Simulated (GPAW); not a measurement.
# Surface energy and work function of Ir(100) from slabs of 4 to 14 layers (LDA)

How do energy and work function of Ir(100) films settle with thickness, and what surface energy follows?

How it was computed: GPAW 26.7.0, plane waves at 450 eV with PAW setups; symmetric 1×1 slabs cut at the tabulated lattice constant (two decimals; low-temperature values for the alkali metals), atoms at bulk places, 7.5 Å of vacuum on each side, one in-plane mesh for all thicknesses, Fermi-Dirac smearing of 0.1 eV. Energies are extrapolated to zero smearing and count from the program's reference atoms. Functional LDA. The cell's area is 7.373 Å².

The runs, one held back:

```tsv
layers	energy (eV)	work function (eV)
4	−39.9942	5.89
5	−50.8806	5.89
6	−61.7762	5.89
7	−72.6130	5.88
8	−83.4699	5.89
9	−94.3436	5.89
10	−105.2086	5.89
11	−116.0648	5.89
12	−126.9235	5.89
14	?	?
```

Q: What surface energy do these runs give, and what energy and work function should the 14-layer slab have?

A: A slab of n layers has E(n) = nε + 2Aγ once its middle is bulk-like. A line through n = 6 to 12 has the slope ε = −10.8602 eV a layer and the intercept 2Aγ = 3.3986 eV (r.m.s. residual 8.3 meV). So γ = 3.3986 / (2 × 7.373 Å²) = 0.2305 eV/Å² = 3.69 J/m², with a standard error of about 0.02 J/m² from the scatter about the line. For 14 layers: 3.3986 + 14 × (−10.8602) = −148.644 eV; the run gives −148.649 eV, 5.3 meV under the line. The work function has no such law: from 6 to 12 layers it moves between 5.88 and 5.89 eV (mean 5.89), and the 14-layer slab gives 5.89 eV. The thinnest slab, 4 layers, lies 0.00 eV from that mean. The measured value for this face is 5.96 eV (“Anisotropic work function of elemental crystals” (2019, arxiv:1902.07811)), for a face that reconstructs.

Caveats: The surfaces are unrelaxed, so γ is an upper bound for this functional and lattice constant. The tabulated lattice constant isn't the functional's own, which strains the slab a little. Spin-orbit coupling is left out.

[Logs are printed without paths, hosts, clocks, repeated set-up lines and the standing remarks that a program may print on its own settings, such as how far it seeks lower states.]
